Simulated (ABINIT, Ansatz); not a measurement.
# TaSi (Pm-3m): from the cell to the phonon bands, part 3 of 3

Aim: the phonon dispersion of TaSi (Pm-3m), checked by a second program.

ABINIT 10.8.3; DFT LDA, scalar-relativistic, plane waves, PseudoDojo norm-conserving pseudopotentials.

So far, highest frequency (cm⁻¹): step 6 (dispersion) 275. The relaxed cell has a = 3.098 Å (conventional setting).

The structure was built from a prototype and need not be the compound's stable phase.

## Step 7: Sums over the zone

Sums over the zone need many more wavevectors than were solved, so the interpolation is sampled on a dense mesh.

Input file anaddb.abi:

```
ddb_filepath "all_DDB"
output_file "anaddb.abo"
outdata_prefix "anaddb"
ifcflag 1
ngqpt 4 4 4
nqshft 1
q1shft 0.0 0.0 0.0
asr 1
chneut 0
dipdip 0
dipquad 0
quadquad 0
prtdos 2
ng2qpt 15 15 15
dosdeltae 4.5563e-06
ntemper 11
temperinc 100.0
tempermin 0.0
```

Run with:

```sh
$ OMP_NUM_THREADS=1 anaddb anaddb.abi > anaddb.log
```

anaddb.abo, the main output file:

```text
[banners, grids, parts of the stress and lines that vanish by symmetry left out]
-outvars_anaddb: echo values of input variables ----------------------

 Flags :
     ifcflag         1
 Miscellaneous information :
         asr         1
      chneut         0
 Interatomic Force Constants Inputs :
      dipdip         0
     dipquad         0
    quadquad         0
      ifcana         0
      ifcout         0
 Description of grid 1 :
        brav         1
       ngqpt         4         4         4
      nqshft         1
      q1shft
                     0.00000000E+00  0.00000000E+00  0.00000000E+00
 Phonon DOS information :
   dosdeltae  4.55630000E-06
    dossmear  4.55633525E-06
 Description of grid 2 (Fourier interp. or BZ sampling):
      ng2qpt        15        15        15
      ngrids         4
      q2shft         0.00000000E+00  0.00000000E+00  0.00000000E+00

================================================================================

 read the DDB information and perform some checks

  ==== Info on the Cryst% object ====
 Real(R)+Recip(G) space primitive vectors, cartesian coordinates (Bohr,Bohr^-1):
 R(1)=  5.8548463  0.0000000  0.0000000  G(1)=  0.1707987  0.0000000  0.0000000
 R(2)=  0.0000000  5.8548463  0.0000000  G(2)=  0.0000000  0.1707987  0.0000000
 R(3)=  0.0000000  0.0000000  5.8548463  G(3)=  0.0000000  0.0000000  0.1707987
 Unit cell volume ucvol=  2.0069959E+02 bohr^3
 Angles (23,13,12)=  9.00000000E+01  9.00000000E+01  9.00000000E+01 degrees
 Time-reversal symmetry is present
 Reduced atomic positions [iatom, xred, symbol]:
    1)    0.0000000  0.0000000  0.0000000  Si
    2)    0.5000000  0.5000000  0.5000000  Ta

 DDB file with 10 blocks has been read.

================================================================================

 Calculation of the interatomic forces

       Homogeneous q point set in the B.Z.
 Grid q points  :       64
  1)   0.00000000E+00  0.00000000E+00  0.00000000E+00
  2)   2.50000000E-01  0.00000000E+00  0.00000000E+00
  3)   5.00000000E-01  0.00000000E+00  0.00000000E+00
  4)  -2.50000000E-01  0.00000000E+00  0.00000000E+00
  5)   0.00000000E+00  2.50000000E-01  0.00000000E+00
  6)   2.50000000E-01  2.50000000E-01  0.00000000E+00
  7)   5.00000000E-01  2.50000000E-01  0.00000000E+00
  8)  -2.50000000E-01  2.50000000E-01  0.00000000E+00
  9)   0.00000000E+00  5.00000000E-01  0.00000000E+00
 10)   2.50000000E-01  5.00000000E-01  0.00000000E+00
 11)   5.00000000E-01  5.00000000E-01  0.00000000E+00
 12)  -2.50000000E-01  5.00000000E-01  0.00000000E+00
 13)   0.00000000E+00 -2.50000000E-01  0.00000000E+00
 14)   2.50000000E-01 -2.50000000E-01  0.00000000E+00
[...]
58)   2.50000000E-01  5.00000000E-01 -2.50000000E-01
 59)   5.00000000E-01  5.00000000E-01 -2.50000000E-01
 60)  -2.50000000E-01  5.00000000E-01 -2.50000000E-01
 61)   0.00000000E+00 -2.50000000E-01 -2.50000000E-01
 62)   2.50000000E-01 -2.50000000E-01 -2.50000000E-01
 63)   5.00000000E-01 -2.50000000E-01 -2.50000000E-01
 64)  -2.50000000E-01 -2.50000000E-01 -2.50000000E-01

 The interatomic forces have been obtained

================================================================================

 Calculation of phonon density of states

 Average speed of sound partial sums:     0.5749179279E-03 (at units)
-                                   =           1.2577 [km/s]

 Debye frequency from partial sums:     0.3827430800E-03 (Ha)
-                                 =     0.2518328489E+01 (THz)
-Debye temperature from partial sums:     0.1208607056E+03 (K)

 Average speed of sound:     0.3697500619E-04 (at units)
-                      =           0.0809 [km/s]

 Debye frequency from DOS:     0.2461556175E-04 (Ha)
-                        =     0.1619626158E+00 (THz)
-Debye temperature from DOS:     0.7772979621E+01 (K)

-
```

The job ended after 0.78 s (1 thread of Arm Neoverse N1, shared host).

This step gave:

- share of modes beyond 3i cm⁻¹ on the dense interpolated mesh: 0.1659

The phonon density of states has structure finer than the step of the table below, so its rows give means over 10 cm⁻¹, whole bins alone (the curve runs from -98.5 to 305 cm⁻¹). Peaks (cm⁻¹: height): -58.5: 0.0381, 59.5: 0.0310, 93.5: 0.0283, 231.4: 0.125, 261.4: 0.0852.

Tetrahedra. Phonon density of states against wavenumber; means over each step:

wavenumber (cm⁻¹), phonon density of states (1/cm⁻¹/cell) and a bar:
```
      -80      0.000 
      -70      0.007 ###
      -60      0.034 #############
      -50      0.019 ########
      -40      0.013 #####
      -30      0.009 ####
      -20      0.008 ###
      -10      0.007 ###
        0      0.008 ###
       10      0.009 ###
       20      0.011 ####
       30      0.014 #####
       40      0.019 ########
       50      0.025 ##########
       60      0.029 ###########
       70      0.022 #########
       80      0.016 ######
       90      0.023 #########
      100      0.017 #######
      110      0.009 ####
      120      0.001 #
      130      0.000 
      140      0.000 
      150      0.000 
      160      0.000 
      170      0.000 
      180      0.000 
      190      0.000 
      200      0.000 
      210      0.002 #
      220      0.007 ###
      230      0.056 ######################
      240      0.066 ##########################
      250      0.075 ##############################
      260      0.076 ##############################
      270      0.019 #######
      280      0.000 
      290      0.000
```

## Step 8: Cross-check with Ansatz

A second program on the same cell, potentials, cutoff and meshes tests the implementation of the phonon response, not its convergence.

This step: DFT LDA, scalar-relativistic, plane waves, PseudoDojo norm-conserving pseudopotentials (Ansatz 0.2.0).

Input file input.yaml:

```yaml
crystal:
  lattice:
    - [3.0982512279, 0.0, 0.0]
    - [0.0, 3.0982512279, 0.0]
    - [0.0, 0.0, 3.0982512279]
  atoms:
    - { symbol: Si, position: [0.0, 0.0, 0.0] }
    - { symbol: Ta, position: [0.5, 0.5, 0.5] }
kpoints:
  mp_grid: { grid: [8, 8, 8] }
hamiltonian:
  xc: lda
  pseudopotentials: { kind: nc, accuracy: standard }
scf:
  occupations: { method: gaussian, width: 0.27211 }
output:
  eigenvalues: true
basis:
  ecutwfc: 680.285
phonons:
  method: dfpt
  qmesh: [4, 4, 4]
  temperatures: { t_max: 1000, t_step: 50 }
  qpath:
    path:
      - [[0.0, 0.0, 0.0], [0.0, 0.5, 0.0], [0.5, 0.5, 0.0], [0.0, 0.0, 0.0], [0.5, 0.5, 0.5], [0.0, 0.5, 0.0]]
      - [[0.5, 0.5, 0.5], [0.5, 0.5, 0.0]]
    npoints: 10
```

Run with:

```sh
$ ansatz run input.yaml --threads 4 --pin off --max-ram 8192MiB --backend cpu --events-out ev --progress --plain --runs-dir out
```

What it wrote:

```text
Warning: basis.ecutwfc = 680.285 eV is below the records' recommended 789.130201 eV, and the density's cutoff is lower with it unless basis.ecutrho_ratio is high enough to keep the records' density cutoff: compare with a run at a higher cutoff
Engine: ansatz 0.2.0, aarch64-unknown-linux-gnu
Pseudopotentials: kind: nc
Pseudopotential: Si, nc, valence charge 4, recommended cutoff 435.38218 eV (normal), Si.nc.azcp (PseudoDojo's, or run here from an input of PseudoDojo's; its table is named by hamiltonian.pseudopotentials.accuracy)
Pseudopotential: Ta, nc, valence charge 13, recommended cutoff 789.130201 eV (normal), Ta.nc.azcp (PseudoDojo's, or run here from an input of PseudoDojo's; its table is named by hamiltonian.pseudopotentials.accuracy)
Functional definition: SPW92
  exchange = slater_x
  correlation = pw_c
Crystal: 2 atoms, lattice volume = 29.741 Å³
Basis set: ecut = 680.285 eV, 1213 PW (Γ), exchange–correlation on 54×54×54 points (8 copies of the dense FFT grid, shifted against one another)
Bands: 13, of which v1, the nominal top of the filled ones, is band 9 counted from 1 (8 counted from 0)
Symmetry: 48 space group operations
k-points: 35 of 512
Non-local potential: Si, projectors of the file, l = 0: 2, l = 1: 2, l = 2: 2
Non-local potential: Ta, projectors of the file, l = 0: 2, l = 1: 2, l = 2: 2, l = 3: 2
Initial density: superposition of atomic densities (chi_scale 0.1, normalization cell, long waves kept (reshape's long-wave potential 0.00 eV rms))
Initial wavefunctions: pseudopotential atomic-orbital guess
Functional: x = slater, c = lda
SCF iter   1: F=—  HF=-1889.573818 eV  |F-HF|=—  |Δ(HF+E_count)|=         —  Δρ=2.74e-2  dr2=2.15e-1  ethr=3.10e-3  ⟨swp⟩=5.1  Hψ=2717  notcnv=0
preconditioner: auto → none  [metal: Δε(μ)=0.031 eV  Ē_g=8.114 eV  σ=0.272 eV  W_gap=0.06  n_scr=6 (ndim 8)  ℏωp=20.4 eV  f_vac=0.000  D(μ)=1.76/eV (n_scr^D=18)  sad-step TF]
SCF iter   2: F=—  HF=-1889.517286 eV  |F-HF|=—  |Δ(HF+E_count)|=   5.65e-2  Δρ=1.61e-2  dr2=6.84e-2  ethr=1.26e-3  ⟨swp⟩=1.1  Hψ=738  notcnv=0
SCF iter   3: F=—  HF=-1889.493570 eV  |F-HF|=—  |Δ(HF+E_count)|=   2.37e-2  Δρ=5.61e-3  dr2=1.87e-2  ethr=4.02e-4  ⟨swp⟩=2.1  Hψ=599  notcnv=0
SCF iter   4: F=—  HF=-1889.488168 eV  |F-HF|=—  |Δ(HF+E_count)|=   5.40e-3  Δρ=6.19e-4  dr2=4.96e-5  ethr=1.10e-4  ⟨swp⟩=2.1  Hψ=585  notcnv=0
SCF iter   5: F=—  HF=-1889.488148 eV  |F-HF|=—  |Δ(HF+E_count)|=   1.97e-5  Δρ=1.85e-4  dr2=2.47e-6  ethr=2.92e-7  ⟨swp⟩=2.0  Hψ=743  notcnv=0  defer=1
SCF iter   6: F=—  HF=-1889.488148 eV  |F-HF|=—  |Δ(HF+E_count)|=   1.50e-7  Δρ=1.40e-5  dr2=2.40e-8  ethr=1.45e-8  ⟨swp⟩=2.3  Hψ=653  notcnv=0  defer=1
SCF iter   7: F=—  HF=-1889.488148 eV  |F-HF|=—  |Δ(HF+E_count)|=   1.57e-7  Δρ=3.00e-6  dr2=9.42e-10  ethr=1.41e-10  ⟨swp⟩=2.5  Hψ=749  notcnv=0  defer=1
SCF iter   8: F=—  HF=-1889.488148 eV  |F-HF|=—  |Δ(HF+E_count)|=  3.54e-10  Δρ=2.49e-7  dr2=1.03e-11  ethr=5.54e-12  ⟨swp⟩=2.2  Hψ=716  notcnv=0  defer=1
SCF iter   9: F=-1889.488148 eV  HF=-1889.488148 eV  |F-HF|=2.27e-13  |Δ(HF+E_count)|=  1.82e-12  Δρ=6.97e-8  dr2=5.05e-13  ethr=1.00e-12  ⟨swp⟩=7.2  Hψ=2510  notcnv=0
SCF 1 converged in 9 iterations: F = -1889.488148 eV  dr2 = 5.05e-13
phonons: the bands overlap, so this run is a metal and interpolates without the dipole-dipole term. If the crystal is really an insulator or semiconductor, its LO-TO splitting is missing
NSCF: frozen V_eff on 35 k-points
WARN: eigensolver did not converge in 3 slots of this pass, the one above among them; of largest residual over every band (k=4): 1 band(s) unlocked (lowest unlocked band 12, counted from 0; max residual 5.44e-3 eV among the unlocked bands, 5.44e-3 eV over every band); of lowest unlocked band (k=4): band 12
NSCF: frozen V_eff on 75 k-points
DFPT response loops at q = (0, 0, 0) (fractional): preconditioner auto → Kerker (q_TF=auto, 2.485 Å⁻¹) (partly filled bands, converged f_vac=0.000); β = 1.00, the filter's whole step (`scf.mixing.beta` (0.50) is not read by the response loops under this deck's `scf.mixing.preconditioner`; to damp them name `kerker` or `kerker_dos`, under which they read `scf.mixing.beta`, and type it under 1.00, their step now; both keys bind the ground state too); Broyden in place of MSR1
NSCF: frozen V_eff on 400 k-points
DFPT response loops at q = (0, 0, 0.25) (fractional): mixed as the last ones told, above
NSCF: frozen V_eff on 250 k-points
DFPT response loops at q = (0, 0, -0.5) (fractional): mixed as the last ones told, above
NSCF: frozen V_eff on 640 k-points
DFPT response loops at q = (0, 0.25, 0.25) (fractional): mixed as the last ones told, above
NSCF: frozen V_eff on 400 k-points
DFPT response loops at q = (0, 0.25, -0.5) (fractional): mixed as the last ones told, above
NSCF: frozen V_eff on 250 k-points
DFPT response loops at q = (0, -0.5, -0.5) (fractional): mixed as the last ones told, above
NSCF: frozen V_eff on 576 k-points
DFPT response loops at q = (0.25, 0.25, 0.25) (fractional): mixed as the last ones told, above
NSCF: frozen V_eff on 640 k-points
DFPT response loops at q = (0.25, 0.25, -0.5) (fractional): mixed as the last ones told, above
NSCF: frozen V_eff on 400 k-points
DFPT response loops at q = (0.25, -0.5, -0.5) (fractional): mixed as the last ones told, above
NSCF: frozen V_eff on 150 k-points
DFPT response loops at q = (-0.5, -0.5, -0.5) (fractional): mixed as the last ones told, above
SCF converged after 9 iterations
Free energy (F): -1889.488148 eV
Harris-Foulkes:  -1889.488148 eV  (|F-HF|=2.27e-13)
Internal energy: -1889.423785 eV  (E = F + TS)
E sigma→0 (E₀):  -1889.455967 eV
Entropy (-TS):   -0.064363 eV (-32.182 meV/atom)
Fermi energy:    16.358765 eV
--- Per-component energies (eV) ---
  E_band       = -97.237887
  E_kinetic    = 515.254929
  E_local      = -944.792921  (includes V_loc(G=0)·N_el)
  E_nonlocal   = 139.137411
  E_hartree    = 259.511518
  E_xc         = -444.943071
  E_vxc        = -325.860353  (∫ρ·V_xc dr)
  E_ewald      = -1413.591651
  E_smearing   = -0.064363  (= −TS)
  E_closure    = 0.000000  (closes the sum)
  Σ components = -1889.488148   (vs F -1889.488148, Δ=0.00e0)
--- Band table (eV; the first three rows and the last of 35) ---
  k-point 0: bands = [... 5 lower, 13.4049, 13.4049, 18.8018, 18.8018, 18.8018, 19.2811, 19.2811, 19.2811]
  k-point 1: bands = [... 5 lower, 13.2495, 13.5583, 17.5199, 17.5199, 18.2967, 19.3660, 20.6813, 20.6813]
  k-point 2: bands = [... 5 lower, 12.2326, 13.9741, 16.3034, 16.3034, 18.5148, 19.5821, 22.3229, 22.3229]
  k-point 34: bands = [... 5 lower, 10.8170, 10.8170, 12.5039, 19.9644, 19.9644, 19.9644, 21.9988, 21.9988]
--- Phonons (Γ-DFPT): 2 representative perturbations + reference (Σ response iterations 5) ---
  ASR residual: 1.449e-4 → 0.000e0 eV/Å²; symmetrization residual: 2.993e-7 eV/Å²
  ASR residual per site (eV/Å²): 3.98e-6 1.45e-4
  Γ frequencies (cm⁻¹): 0.00 0.00 0.00 266.93 266.93 266.93
--- Phonons (arbitrary-q DFPT): 10 irreducible q on the 4×4×4 mesh ---
  q = [0.0000, 0.0000, 0.0000] (star 1, of the zone-centre solve; hermiticity 9.40e-8, symmetrization 9.62e-15): -0.00 -0.00 -0.00 266.93 266.93 266.93
  q = [0.0000, 0.0000, 0.2500] (star 6, 4 solved perturbations in 640 linear systems a pass and spin channel, the states on 200 of 512 k-point pairs; hermiticity 3.20e-6, symmetrization 6.64e-14, the responses' own estimated error 1.8e-4 eV/Å²): 36.72 36.72 90.18 251.03 251.03 257.06
  q = [0.0000, 0.0000, -0.5000] (star 3, 4 solved perturbations in 400 linear systems a pass and spin channel, the states on 125 of 512 k-point pairs; hermiticity 5.35e-14, symmetrization 1.59e-14, the responses' own estimated error 1.9e-4 eV/Å²): 58.27 58.27 117.24 229.76 232.87 232.87
  q = [0.0000, 0.2500, 0.2500] (star 12, 4 solved perturbations in 1000 linear systems a pass and spin channel, the states on 320 of 512 k-point pairs; hermiticity 2.05e-6, symmetrization 7.10e-14, the responses' own estimated error 1.7e-4 eV/Å²): -63.78 69.49 88.16 232.68 242.87 262.59
  q = [0.0000, 0.2500, -0.5000] (star 12, 6 solved perturbations on 200 of 512 k-point pairs; hermiticity 2.13e-6, symmetrization 1.16e-14, the responses' own estimated error 1.8e-4 eV/Å²): -62.95 83.68 88.85 225.42 234.52 244.82
  q = [0.0000, -0.5000, -0.5000] (star 3, 4 solved perturbations in 400 linear systems a pass and spin channel, the states on 125 of 512 k-point pairs; hermiticity 1.40e-6, symmetrization 1.30e-14, the responses' own estimated error 1.9e-4 eV/Å²): -68.52 -68.52 122.23 207.58 245.94 245.94
  q = [0.2500, 0.2500, 0.2500] (star 8, 2 solved perturbations on 288 of 512 k-point pairs; hermiticity 6.33e-7, symmetrization 2.51e-13, the responses' own estimated error 1.5e-4 eV/Å²): -58.83 -58.83 52.15 240.09 259.42 259.42
  q = [0.2500, 0.2500, -0.5000] (star 12, 4 solved perturbations in 1000 linear systems a pass and spin channel, the states on 320 of 512 k-point pairs; hermiticity 1.82e-6, symmetrization 9.43e-14, the responses' own estimated error 1.8e-4 eV/Å²): -49.54 44.82 53.38 239.78 249.24 267.30
  q = [0.2500, -0.5000, -0.5000] (star 6, 4 solved perturbations in 640 linear systems a pass and spin channel, the states on 200 of 512 k-point pairs; hermiticity 1.74e-6, symmetrization 7.56e-14, the responses' own estimated error 1.8e-4 eV/Å²): 33.02 33.02 66.12 241.63 255.26 255.26
  q = [-0.5000, -0.5000, -0.5000] (star 1, 2 solved perturbations on 75 of 512 k-point pairs; hermiticity 1.45e-13, symmetrization 6.00e-13, the responses' own estimated error 1.9e-4 eV/Å²): 78.24 78.24 78.24 275.38 275.38 275.38
  sum rule: each row above includes the acoustic sum rule's correction from the zone centre's row sums; it moved no ω² by more than (0.47 cm⁻¹)²
  mesh force constants: q→R imaginary residual 4.39e-18; ASR residual 1.449e-4 → 0.000e0 eV/Å²; symmetrization residual 5.329e-15 eV/Å²
  interpolated dispersion: 62 rows × 6 modes
  density of states and harmonic sums: on the 20×20×20 q-mesh, interpolated from the force constants of a 4×4×4 supercell (no non-analytic term)
  largest difference from the sums on the solved wave vectors: F 3.80e-3 eV, S 1.37e-5 and C_V 6.32e-6 eV/K
  zero-point energy: 0.053555 eV/cell   skipped modes (ω ≤ 0): 285, of them read as no rigid motion or as one in doubt: 282 (1.026e0 modes/cell left out, lowest -69.93 cm⁻¹)   left out of the sums: 1.71e-1 of the cell's modes: C_V's classical limit lies that fraction below 3 k_B per atom; for a crystal, a wire or a layer, F and S can be off by more, and a phonons.interpolated_qmesh denser along its periods is the remedy for the sampling
```

Wall time 2.2 min (4 threads); peak memory 0.83 GiB.

Numbers from this step:

- sum-rule residual before enforcement: 1.45e-4 eV/Å²
- lowest frequency on the path: -69.93 cm⁻¹
- share of modes beyond 3i cm⁻¹ on the dense interpolated mesh: 0.1749
- lowest mode on the q mesh (acoustic ones at the zone centre apart): -68.52 cm⁻¹

## Step 9: Side by side: ABINIT PseudoDojo and Ansatz, PseudoDojo

Numbers from this step:

```
root-mean-square difference             : 0.11 cm⁻¹
largest difference                      : 0.25 cm⁻¹
root-mean-square difference on the path : 0.1 cm⁻¹
largest difference on the path          : 0.3 cm⁻¹
```

The 12 of 57 modes that differ most. Frequencies side by side:

```csv
q (reciprocal lattice),mode,ABINIT PseudoDojo (cm⁻¹),"Ansatz, PseudoDojo (cm⁻¹)"
0.25 0 0,1,36.47,36.72
0.25 0 0,2,36.47,36.72
0.5 0 0,1,58.08,58.27
0.5 0 0,2,58.08,58.27
0.25 0.25 0.25,1,-58.99,-58.83
0.25 0.25 0.25,2,-58.99,-58.83
0.5 0.25 0.25,1,-49.71,-49.54
0.5 0.25 0.25,2,44.66,44.82
0.5 0.25 0.25,3,53.19,53.38
0.5 0.5 0.25,1,32.77,33.02
0.5 0.5 0.25,2,32.77,33.02
0.5 0.5 0.25,3,65.92,66.12
```

The interpolated bands of the two lie on top of each other.

At the solved wavevectors the largest difference (acoustic modes at Γ apart) is 0.09 % of the highest mode.

## Step 10: What came out

- space group after relaxation: Pm-3m
- volume per atom: 14.9 Å³
- highest optical zone-centre mode (no LO-TO term): 266.9 cm⁻¹
- q mesh: 4×4×4
- lowest mode on the q mesh (acoustic ones at the zone centre apart): -68.6 cm⁻¹
- imaginary modes on the q mesh: yes
- largest difference from Ansatz, PseudoDojo: 0.25 cm⁻¹

What this shows: TaSi (Pm-3m) is unstable: a mode solved on the 4×4×4 mesh is imaginary, 69i cm⁻¹; its spectrum reaches 275 cm⁻¹. At the LDA level the optical modes of TaSi (Pm-3m) at the zone centre lie at 267 cm⁻¹. The base run prints -0.34 GPa, mostly the error of a finite basis; the relaxation, with a smoothed and higher cutoff, had brought the cell to rest. The most unstable solved mode lies at q = (0.5, 0.5, 0), on the zone boundary, so the distortion that it points to doubles the cell. ABINIT PseudoDojo and Ansatz, PseudoDojo agree to 0.25 cm⁻¹ (0.09 % of the highest mode compared) on all solved modes but the acoustic ones at Γ, without the LO-TO term. These are harmonic frequencies at zero temperature: anharmonic shifts and linewidths and thermal expansion are left out. Spin-orbit coupling is left out, which can matter for the heavy elements here. In a metal the frequencies hang on the k mesh and the smearing, most of all near Kohn anomalies. The runs are without spin polarisation, although the cell has an odd electron count or an open d or f shell, so a magnetic state was not tested. Ansatz warns that the cutoff lies 14 % under the one recommended for these files; agreement at one cutoff is not convergence. The structure is a hypothetical one, built on a prototype.

[Host names and launcher messages were left out of these logs when they were recorded.]

[Logs are printed without paths, hosts, clocks, repeated set-up lines and the standing remarks that a program may print on its own settings, such as how far it seeks lower states.]

[Hosts, paths, dates, database ids (printed as entryN), source tags and the programs' standing remarks are cut or masked in the printed files.]
